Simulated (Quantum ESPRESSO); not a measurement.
# Ionisation energy and electron affinity at ZnS(110), part 6 of 6

Wanted: ionisation energy, electron affinity and surface tilt of ZnS(110).

Quantum ESPRESSO 7.5; plane-wave DFT, PBE, GBRV ultrasoft pseudopotentials.

So far. Step 9 (Projected density of states of the relaxed slab): The atomic orbitals miss 0.2 % of the occupied states; for empty states the projections can miss much more. Step 10 (Ground state of the bulk crystal): The run needed 9 iterations to bring the estimated error under 1e-08 Ry.

## 11. Band structure of the bulk crystal

The density is frozen and the levels are solved along a path.

File a.bands.in:

```
&control
  prefix = 'a.bands'
  outdir = './out'
  pseudo_dir = './pseudo'
  calculation = 'bands'
/
&system
  ibrav = 0
  nat = 4
  ntyp = 2
  ecutwfc = 40
  ecutrho = 200
  occupations = 'smearing'
  smearing = 'fd'
  degauss = 0.002
  nbnd = 34
/
&electrons
  conv_thr = 1e-07
  mixing_beta = 0.4
  electron_maxstep = 120
/
ATOMIC_SPECIES
  Zn  65.3800  zn_pbe_v1.uspp.F.UPF
  S   32.0600  s_pbe_v1.4.uspp.F.UPF
CELL_PARAMETERS angstrom
  5.45000000000000 0.00000000000000 0.00000000000000
  0.00000000000000 3.85373195746668 0.00000000000000
  0.00000000000000 0.00000000000000 3.85373195746668
ATOMIC_POSITIONS crystal
  Zn  0.000000000000 0.000000000000 0.000000000000
  S   0.250000000000 0.500000000000 0.000000000000
  Zn  0.500000000000 0.500000000000 0.500000000000
  S   0.750000000000 0.000000000000 0.500000000000
K_POINTS crystal_b
6
  0.0000000000 0.0000000000 0.0000000000 20
  1.0000000000 0.0000000000 0.0000000000 1
  0.0000000000 0.0000000000 0.0000000000 20
  0.5000000000 0.0000000000 0.5000000000 1
  0.0000000000 0.0000000000 0.0000000000 20
  0.0000000000 0.5000000000 0.5000000000 1
```

On the command line:

```sh
cp -r out/a.save out/a.bands.save
cp out/a.xml out/a.bands.xml
OMP_NUM_THREADS=1 mpirun -n 8 pw.x -nk 8 -in a.bands.in > a.bands.out
```

The log of the run:

```text
[banner, memory and clock lines left out]
Program PWSCF v.7.5 starts

          URL

     Atomic positions and unit cell read from directory:
     ./out/a.bands.save/

     Found identity + (  0.5000 -0.5000 -0.5000) symmetry
     This is a supercell, fractional translations are disabled
     Message from routine setup:
     using ibrav=0 with symmetry is DISCOURAGED, use correct ibrav instead

     G-vector sticks info

     bravais-lattice index     =            0
     lattice parameter (alat)  =      10.2990  a.u.
     unit-cell volume          =     546.2056 (a.u.)^3
     number of atoms/cell      =            4
     number of atomic types    =            2
     number of electrons       =        52.00
     number of Kohn-Sham states=           34
     kinetic-energy cutoff     =      40.0000  Ry
     charge density cutoff     =     200.0000  Ry
     Exchange-correlation=  SLA  PW   PBX  PBC
                           (   1   4   3   4   0   0   0)

     celldm(1)=  10.299007  celldm(2)=   0.000000  celldm(3)=   0.000000
     celldm(4)=   0.000000  celldm(5)=   0.000000  celldm(6)=   0.000000

     crystal axes: (cart. coord. in units of alat)
               a(1) = (   1.000000   0.000000   0.000000 )
               a(2) = (   0.000000   0.707107   0.000000 )
               a(3) = (   0.000000   0.000000   0.707107 )

     reciprocal axes: (cart. coord. in units 2 pi/alat)
               b(1) = (  1.000000  0.000000  0.000000 )
               b(2) = (  0.000000  1.414214  0.000000 )
               b(3) = (  0.000000  0.000000  1.414214 )

     PseudoPot. # 1 for Zn read from file:
     ./pseudo/zn_pbe_v1.uspp.F.UPF
     Pseudo is Ultrasoft, Zval = 20.0
     Generated by new atomic code, or converted to UPF format
     Using radial grid of  943 points,  6 beta functions with:
                l(1) =   0
                l(2) =   0
                l(3) =   1
                l(4) =   1
                l(5) =   2
                l(6) =   2
     Q(r) pseudized with  8 coefficients,  rinner =    1.100   1.100   1.100
                                                       1.100   1.100

     PseudoPot. # 2 for S  read from file:
     ./pseudo/s_pbe_v1.4.uspp.F.UPF
     Pseudo is Ultrasoft + core correction, Zval =  6.0
     Generated by new atomic code, or converted to UPF format
     Using radial grid of  907 points,  6 beta functions with:
                l(1) =   0
                l(2) =   0
                l(3) =   1
                l(4) =   1
                l(5) =   2
                l(6) =   2
     Q(r) pseudized with  8 coefficients,  rinner =    1.300   1.300   1.300
                                                       1.300   1.300

     atomic species   valence    mass     pseudopotential
     Zn               20.00    65.38000     Zn( 1.00)
     S                 6.00    32.06000     S ( 1.00)

      8 Sym. Ops. (no inversion) found

   Cartesian axes

     site n.     atom                  positions (alat units)
         1        Zn     tau(   1) = (   0.0000000   0.0000000   0.0000000  )
         2        S      tau(   2) = (   0.2500000   0.3535534   0.0000000  )
         3        Zn     tau(   3) = (   0.5000000   0.3535534   0.3535534  )
         4        S      tau(   4) = (   0.7500000   0.0000000   0.3535534  )

     number of k points=    63  Fermi-Dirac smearing, width (Ry)=  0.0020
                       cart. coord. in units 2pi/alat
        k(    1) = (   0.0000000   0.0000000   0.0000000), wk =   0.0317460
        k(    2) = (   0.0500000   0.0000000   0.0000000), wk =   0.0317460
        k(    3) = (   0.1000000   0.0000000   0.0000000), wk =   0.0317460
        k(    4) = (   0.1500000   0.0000000   0.0000000), wk =   0.0317460
        k(    5) = (   0.2000000   0.0000000   0.0000000), wk =   0.0317460
        k(    6) = (   0.2500000   0.0000000   0.0000000), wk =   0.0317460
        k(    7) = (   0.3000000   0.0000000   0.0000000), wk =   0.0317460
        k(    8) = (   0.3500000   0.0000000   0.0000000), wk =   0.0317460
        k(    9) = (   0.4000000   0.0000000   0.0000000), wk =   0.0317460
        k(   10) = (   0.4500000   0.0000000   0.0000000), wk =   0.0317460
        k(   11) = (   0.5000000   0.0000000   0.0000000), wk =   0.0317460
        k(   12) = (   0.5500000   0.0000000   0.0000000), wk =   0.0317460
        k(   13) = (   0.6000000   0.0000000   0.0000000), wk =   0.0317460
        k(   14) = (   0.6500000   0.0000000   0.0000000), wk =   0.0317460
        k(   15) = (   0.7000000   0.0000000   0.0000000), wk =   0.0317460
        k(   16) = (   0.7500000   0.0000000   0.0000000), wk =   0.0317460
        k(   17) = (   0.8000000   0.0000000   0.0000000), wk =   0.0317460
        k(   18) = (   0.8500000   0.0000000   0.0000000), wk =   0.0317460
        k(   19) = (   0.9000000   0.0000000   0.0000000), wk =   0.0317460
        k(   20) = (   0.9500000   0.0000000   0.0000000), wk =   0.0317460
        k(   21) = (   1.0000000   0.0000000   0.0000000), wk =   0.0317460
        k(   22) = (   0.0000000   0.0000000   0.0000000), wk =   0.0317460
        k(   23) = (   0.0250000   0.0000000   0.0353553), wk =   0.0317460
        k(   24) = (   0.0500000   0.0000000   0.0707107), wk =   0.0317460
        k(   25) = (   0.0750000   0.0000000   0.1060660), wk =   0.0317460
        k(   26) = (   0.1000000   0.0000000   0.1414214), wk =   0.0317460
        k(   27) = (   0.1250000   0.0000000   0.1767767), wk =   0.0317460
        k(   28) = (   0.1500000   0.0000000   0.2121320), wk =   0.0317460
        k(   29) = (   0.1750000   0.0000000   0.2474874), wk =   0.0317460
        k(   30) = (   0.2000000   0.0000000   0.2828427), wk =   0.0317460
        k(   31) = (   0.2250000   0.0000000   0.3181981), wk =   0.0317460
        k(   32) = (   0.2500000   0.0000000   0.3535534), wk =   0.0317460
        k(   33) = (   0.2750000   0.0000000   0.3889087), wk =   0.0317460
        k(   34) = (   0.3000000   0.0000000   0.4242641), wk =   0.0317460
        k(   35) = (   0.3250000   0.0000000   0.4596194), wk =   0.0317460
        k(   36) = (   0.3500000   0.0000000   0.4949747), wk =   0.0317460
        k(   37) = (   0.3750000   0.0000000   0.5303301), wk =   0.0317460
        k(   38) = (   0.4000000   0.0000000   0.5656854), wk =   0.0317460
        k(   39) = (   0.4250000   0.0000000   0.6010408), wk =   0.0317460
        k(   40) = (   0.4500000   0.0000000   0.6363961), wk =   0.0317460
        k(   41) = (   0.4750000   0.0000000   0.6717514), wk =   0.0317460
        k(   42) = (   0.5000000   0.0000000   0.7071068), wk =   0.0317460
        k(   43) = (   0.0000000   0.0000000   0.0000000), wk =   0.0317460
[...]
15.1686  15.1686

          k = 0.0000 0.0000 0.0000 (  2373 PWs)   bands (ev):

  -118.4142-118.4141 -72.5842 -72.5841 -72.5841 -72.5840 -72.5840 -72.5840
    -6.5719  -5.3913   0.1580   0.1635   0.1635   0.1635   0.4874   0.4874
     0.6347   0.6347   0.7050   0.8403   1.9404   4.2682   4.2682   6.4001
     6.4001   6.4002   8.3947   9.8634  10.4684  12.7863  12.7863  12.7864
    17.1760  18.0010

          k = 0.0000 0.0354 0.0354 (  2357 PWs)   bands (ev):

  -118.4142-118.4141 -72.5842 -72.5841 -72.5841 -72.5840 -72.5840 -72.5840
    -6.5658  -5.3911   0.1613   0.1627   0.1650   0.1650   0.4855   0.4881
     0.6340   0.6351   0.7040   0.8446   1.9402   4.2549   4.2554   6.3324
     6.3826   6.3827   8.4683   9.9007  10.5016  12.7513  12.8123  12.8123
    17.1034  17.9006

          k = 0.0000 0.0707 0.0707 (  2353 PWs)   bands (ev):

  -118.4142-118.4141 -72.5842 -72.5841 -72.5841 -72.5840 -72.5840 -72.5840
    -6.5474  -5.3908   0.1605   0.1695   0.1695   0.1709   0.4801   0.4901
     0.6320   0.6364   0.7011   0.8572   1.9395   4.2167   4.2186   6.1539
     6.3312   6.3313   8.6642  10.0106  10.5993  12.6508  12.8891  12.8891
    16.9095  17.6304

          k = 0.0000 0.1061 0.1061 (  2363 PWs)   bands (ev):

  -118.4142-118.4141 -72.5842 -72.5841 -72.5841 -72.5840 -72.5840 -72.5840
    -6.5172  -5.3901   0.1570   0.1770   0.1770   0.1860   0.4723   0.4937
     0.6288   0.6385   0.6960   0.8763   1.9385   4.1584   4.1622   5.9089
     6.2490   6.2490   8.9358  10.1880  10.7563  12.4969  13.0139  13.0140
    16.6348  17.2509

          k = 0.0000 0.1414 0.1414 (  2359 PWs)   bands (ev):

  -118.4142-118.4141 -72.5841 -72.5841 -72.5841 -72.5840 -72.5840 -72.5840
    -6.4754  -5.3894   0.1524   0.1875   0.1875   0.2054   0.4633   0.4992
     0.6245   0.6414   0.6887   0.8999   1.9372   4.0868   4.0926   5.6301
     6.1402   6.1402   9.2465  10.4249  10.9643  12.3045  13.1826  13.1827
    16.3097  16.7345

          k = 0.0000 0.1768 0.1768 (  2339 PWs)   bands (ev):

  -118.4142-118.4141 -72.5841 -72.5841 -72.5841 -72.5841 -72.5840 -72.5840
    -6.4227  -5.3885   0.1471   0.2007   0.2007   0.2270   0.4542   0.5070
     0.6194   0.6450   0.6789   0.9257   1.9356   4.0095   4.0172   5.3360
     6.0100   6.0101   9.5724  10.7115  11.2125  12.0880  13.3903  13.3903
    15.9558  16.1944

          k = 0.0000 0.2121 0.2121 (  2339 PWs)   bands (ev):

  -118.4142-118.4141 -72.5841 -72.5841 -72.5841 -72.5841 -72.5840 -72.5840
    -6.3601  -5.3876   0.1416   0.2166   0.2166   0.2489   0.4458   0.5178
     0.6138   0.6492   0.6665   0.9513   1.9340   3.9341   3.9435   5.0365
     5.8638   5.8639   9.8953  11.0354  11.4873  11.8590  13.6320  13.6321
    15.5917  15.6557

          k = 0.0000 0.2475 0.2475 (  2337 PWs)   bands (ev):

  -118.4142-118.4141 -72.5841 -72.5841 -72.5841 -72.5841 -72.5840 -72.5840
    -6.2885  -5.3868   0.1363   0.2350   0.2350   0.2686   0.4388   0.5320
     0.6082   0.6514   0.6539   0.9743   1.9324   3.8676   3.8783   4.7368
     5.7068   5.7069  10.1987  11.3797  11.6266  11.7699  13.9032  13.9032
    15.1413  15.2384

          k = 0.0000 0.2828 0.2828 (  2330 PWs)   bands (ev):

  -118.4142-118.4141 -72.5841 -72.5841 -72.5841 -72.5841 -72.5840 -72.5840
    -6.2091  -5.3862   0.1317   0.2557   0.2557   0.2840   0.4336   0.5493
     0.6032   0.6337   0.6590   0.9926   1.9311   3.8156   3.8273   4.4401
     5.5438   5.5438  10.4651  11.3975  11.7160  12.0324  14.1997  14.1997
    14.6823  14.9250

          k = 0.0000 0.3182 0.3182 (  2342 PWs)   bands (ev):

  -118.4142-118.4141 -72.5841 -72.5841 -72.5841 -72.5841 -72.5841 -72.5840
    -6.1236  -5.3858   0.1284   0.2784   0.2784   0.2938   0.4303   0.5689
     0.5996   0.6142   0.6643   1.0044   1.9302   3.7826   3.7949   4.1483
     5.3789   5.3789  10.6767  11.1767  11.9887  12.2303  14.3358  14.5179
    14.5180  14.6964

          k = 0.0000 0.3536 0.3536 (  2350 PWs)   bands (ev):

  -118.4142-118.4141 -72.5841 -72.5841 -72.5841 -72.5841 -72.5841 -72.5840
    -6.0336  -5.3857   0.1267   0.2971   0.3026   0.3026   0.4292   0.5842
     0.5983   0.5989   0.6698   1.0085   1.9298   3.7712   3.7838   3.8631
     5.2159   5.2159  10.8169  10.9704  12.1012  12.3066  14.1987  14.6099
    14.8550  14.8550

          k = 0.0000 0.3889 0.3889 (  2334 PWs)   bands (ev):

  -118.4142-118.4141 -72.5841 -72.5841 -72.5841 -72.5841 -72.5841 -72.5840
    -5.9411  -5.3858   0.1268   0.2938   0.3279   0.3279   0.4303   0.5688
     0.6006   0.6142   0.6753   1.0044   1.9302   3.5856   3.7826   3.7949
     5.0581   5.0582  10.7622  10.8998  11.9887  12.2303  14.3358  14.6964
    15.2082  15.2083

          k = 0.0000 0.4243 0.4243 (  2326 PWs)   bands (ev):

  -118.4142-118.4141 -72.5841 -72.5841 -72.5841 -72.5841 -72.5841 -72.5840
    -5.8483  -5.3862   0.1288   0.2840   0.3537   0.3537   0.4336   0.5493
     0.6076   0.6337   0.6807   0.9926   1.9311   3.3174   3.8156   3.8273
     4.9085   4.9086  10.5854  10.9021  11.7160  12.0323  14.6823  14.9250
    15.3573  15.5753

          k = 0.0000 0.4596 0.4596 (  2340 PWs)   bands (ev):

  -118.4142-118.4141 -72.5842 -72.5841 -72.5841 -72.5841 -72.5841 -72.5840
    -5.7576  -5.3868   0.1326   0.2686   0.3793   0.3793   0.4388   0.5320
     0.6210   0.6514   0.6858   0.9743   1.9324   3.0604   3.8676   3.8783
     4.7698   4.7698  10.4231  10.8595  11.3797  11.7699  15.1413  15.2384
    15.5810  15.9537

          k = 0.0000 0.4950 0.4950 (  2338 PWs)   bands (ev):

  -118.4142-118.4141 -72.5842 -72.5841 -72.5841 -72.5841 -72.5841 -72.5840
    -5.6717  -5.3876   0.1374   0.2489   0.4040   0.4040   0.4458   0.5178
     0.6420   0.6665   0.6905   0.9513   1.9340   2.8170   3.9341   3.9435
     4.6442   4.6442  10.2791  10.7894  11.0353  11.4872  15.5917  15.6557
    15.8578  16.3404

          k = 0.0000 0.5303 0.5303 (  2322 PWs)   bands (ev):

  -118.4142-118.4141 -72.5842 -72.5842 -72.5841 -72.5841 -72.5841 -72.5840
    -5.5930  -5.3885   0.1428   0.2270   0.4270   0.4270   0.4542   0.5070
     0.6714   0.6789   0.6947   0.9257   1.9356   2.5904   4.0095   4.0173
     4.5338   4.5338  10.1548  10.7087  10.7114  11.2125  15.9558  16.1610
    16.1944  16.7312

          k = 0.0000 0.5657 0.5657 (  2326 PWs)   bands (ev):

  -118.4142-118.4141 -72.5842 -72.5842 -72.5841 -72.5841 -72.5841 -72.5840
    -5.5243  -5.3894   0.1479   0.2054   0.4473   0.4473   0.4633   0.4992
     0.6887   0.6983   0.7089   0.8999   1.9372   2.3852   4.0868   4.0926
     4.4407   4.4407  10.0514  10.4249  10.6303  10.9642  16.3097  16.4651
    16.7346  17.1193

          k = 0.0000 0.6010 0.6010 (  2334 PWs)   bands (ev):

  -118.4142-118.4141 -72.5842 -72.5842 -72.5841 -72.5841 -72.5841 -72.5841
    -5.4679  -5.3901   0.1522   0.1860   0.4642   0.4642   0.4723   0.4937
     0.6960   0.7012   0.7519   0.8763   1.9385   2.2075   4.1584   4.1622
     4.3663   4.3664   9.9698  10.1880  10.5626  10.7562  16.6348  16.7444
    17.2509  17.4920

          k = 0.0000 0.6364 0.6364 (  2324 PWs)   bands (ev):

  -118.4142-118.4141 -72.5842 -72.5842 -72.5841 -72.5841 -72.5841 -72.5841
    -5.4259  -5.3908   0.1554   0.1709   0.4769   0.4769   0.4801   0.4901
     0.7011   0.7033   0.7946   0.8572   1.9395   2.0662   4.2167   4.2186
     4.3122   4.3122   9.9109  10.0106  10.5111  10.5993  16.9094  16.9724
    17.7067  17.8254

          k = 0.0000 0.6718 0.6718 (  2324 PWs)   bands (ev):

  -118.4142-118.4141 -72.5842 -72.5842 -72.5841 -72.5841 -72.5841 -72.5841
    -5.4000  -5.3912   0.1574   0.1613   0.4848   0.4848   0.4855   0.4881
     0.7040   0.7046   0.8276   0.8446   1.9402   1.9732   4.2549   4.2555
     4.2793   4.2793   9.8753   9.9007  10.4791  10.5015  17.1034  17.1231
    18.0414  18.0738

          k = 0.0000 0.7071 0.7071 (  2324 PWs)   bands (ev):

  -118.4142-118.4141 -72.5842 -72.5842 -72.5841 -72.5841 -72.5841 -72.5841
    -5.3913  -5.3913   0.1580   0.1580   0.4874   0.4874   0.4874   0.4875
     0.7050   0.7050   0.8403   0.8403   1.9404   1.9404   4.2682   4.2682
     4.2683   4.2683   9.8634   9.8634  10.4683  10.4683  17.1759  17.1759
    18.1697  18.1697

     XML data file, pseudopotentials, collected wavefunctions

                                        0.00s GPU  (     442 calls)
```

Elapsed: 17 s, on 8 MPI ranks of Arm Neoverse N1, shared host; peak memory 0.5 GiB; 2.2 min of CPU time.

Numbers from this step:

* valence top, on the run's zero: 6.400 eV
* conduction bottom, on the run's zero: 8.395 eV
* gap by band count: 1.995 eV

Band numbers count within the set of bands kept for display. Electronic bands along the path, in eV, zero at the Fermi level, which the smearing puts inside the gap; v1 is the highest filled band, c1 the lowest empty one:

```csv
point,v4,v3,v2,v1,c1,c2,c3,c4
L,-2.31,-2.31,-2.31,-2.31,1.78,1.78,5.44,5.44
halfway,-3.79,-3.01,-1.93,-1.93,1.91,2.84,4.44,5.38
Γ,-3.61,-1.48,-1.48,-1.48,0.52,1.99,2.59,4.91
halfway,-4.09,-4.01,-2.66,-2.66,2.94,3.09,4.23,4.43
X,-3.61,-3.61,-3.61,-3.61,1.99,1.99,2.59,2.59
```

This cell folds an X point onto Γ; unfolded, the conduction bottom lies at Γ.

## 12. Potential by pp.x of the bulk crystal

File a.pot.in:

```
&inputpp
  prefix = 'a'
  outdir = './out'
  filplot = 'a.pot.dat'
  plot_num = 11
/
```

On the command line:

```sh
OMP_NUM_THREADS=1 mpirun -n 8 pp.x -in a.pot.in > a.pot.out
```

The log of the run:

```text
[banner, memory and clock lines left out]
Program POST-PROC v.7.5 starts

          URL

     ./out/a.save/

     IMPORTANT: XC functional enforced from input :
     Exchange-correlation= PBE
                           (   1   4   3   4   0   0   0)
     Any further DFT definition will be discarded
     Please, verify this is what you really want

     Calling punch_plot, plot_num =  11
     Writing data to file  a.pot.dat
     Message from routine chdens:
     namelist plot not found or invalid, exiting
```

Run time: 0.98 s. Hardware: 8 MPI ranks; peak memory 0.14 GiB.

Electrostatic potential energy of an electron; zero at the Fermi level, which the smearing puts inside the gap. The potential energy, planar mean by z:

z (Å), potential energy, planar mean (eV) and a bar from the least value:
```
     0.00      -9.26 
     0.11      -8.96 #
     0.21      -8.11 ####
     0.32      -6.80 ########
     0.43      -5.17 #############
     0.54      -3.42 ###################
     0.64      -1.86 ########################
     0.75      -0.71 ###########################
     0.86      -0.04 #############################
     0.96       0.17 ##############################
     1.07      -0.04 #############################
     1.18      -0.71 ###########################
     1.28      -1.86 ########################
     1.39      -3.42 ###################
     1.50      -5.17 #############
     1.61      -6.80 ########
     1.71      -8.11 ####
     1.82      -8.96 #
     1.93      -9.26 
     2.03      -8.96 #
     2.14      -8.11 ####
     2.25      -6.80 ########
     2.36      -5.17 #############
     2.46      -3.42 ###################
     2.57      -1.86 ########################
     2.68      -0.71 ###########################
     2.78      -0.04 #############################
     2.89       0.17 ##############################
     3.00      -0.04 #############################
     3.10      -0.71 ###########################
     3.21      -1.86 ########################
     3.32      -3.42 ###################
     3.43      -5.17 #############
     3.53      -6.80 ########
     3.64      -8.11 ####
     3.75      -8.96 #
```

## 13. Macroscopic average

File a.avg.in:

```
1
a.pot.dat
1.0
40
3
7.2824979573
```

On the command line:

```sh
OMP_NUM_THREADS=1 average.x < a.avg.in > a.avg.out
```

The log of the run:

```text
[banner, memory and clock lines left out]
Program AVERAGE v.7.5 starts

          URL

     Reading header from file  a.pot.dat
     Reading data from file  a.pot.dat
     Output written to file avg.dat

[...]
```

Elapsed: 0.51 s, on 1 MPI rank; peak memory 0.14 GiB.

Read from the output:

```
average.x's running mean over the crystal, on the run's own zero                  : 3.475 eV
mean potential by an exact Fourier window over the crystal, on the run's own zero : 3.475 eV
```

## 14. The arithmetic

In the relaxed slab the vacuum level is 6.882 eV and the mean potential in the middle -2.160 eV, on the run's zero. In the bulk the valence top lies 2.925 eV over the mean potential. So IE = 6.882 − (-2.160) − 2.925 = 6.117 eV.

## 15. Results

* bulk valence top under the vacuum, relaxed face: 6.12 eV
* bulk conduction bottom under the vacuum, relaxed face: 4.12 eV
* bulk valence top under the vacuum, ideal face: 5.45 eV
* buckling angle of the top chain, seen along the chain: 27.7 degrees
* gap of the slab on the mesh: 2.20 eV
* bulk gap along the path: 1.99 eV

In words: At the relaxed face the bulk valence top lies 6.12 eV under the vacuum level and the conduction bottom 4.12 eV (PBE, GBRV ultrasoft). The top S atom ends 0.57 Å above its Zn neighbour, a buckling angle of 28° seen along the chain. Relaxation moves the ionisation energy by +0.66 eV, a change of the surface dipole alone, since the bulk levels are the same. The slab's gap of 2.20 eV exceeds the bulk's 1.99 eV, as confinement does where no surface state lies deep in the gap. Experiments, on faces that may differ from this one, give 7.5 eV, as collected in arxiv:1603.01428 (2016); the value here lies 1.38 eV under it. These are Kohn-Sham levels: semilocal valence tops lie too high and gaps are too small, so real ionisation energies are mostly larger. The lattice constant was set to 5.45 Å, near the PBE value; the thickness was not varied.

[Logs are printed without paths, hosts, clocks, repeated set-up lines and the standing remarks that a program may print on its own settings, such as how far it seeks lower states.]

[Hosts, paths, dates, database ids (printed as entryN), source tags and the programs' standing remarks are cut or masked in the printed files.]

[Maps of the electrostatic potential energy from Ansatz leave out the sawtooth potential of an applied field or a dipole correction, so their vacuum need not be flat; planar profiles and work functions include it.]
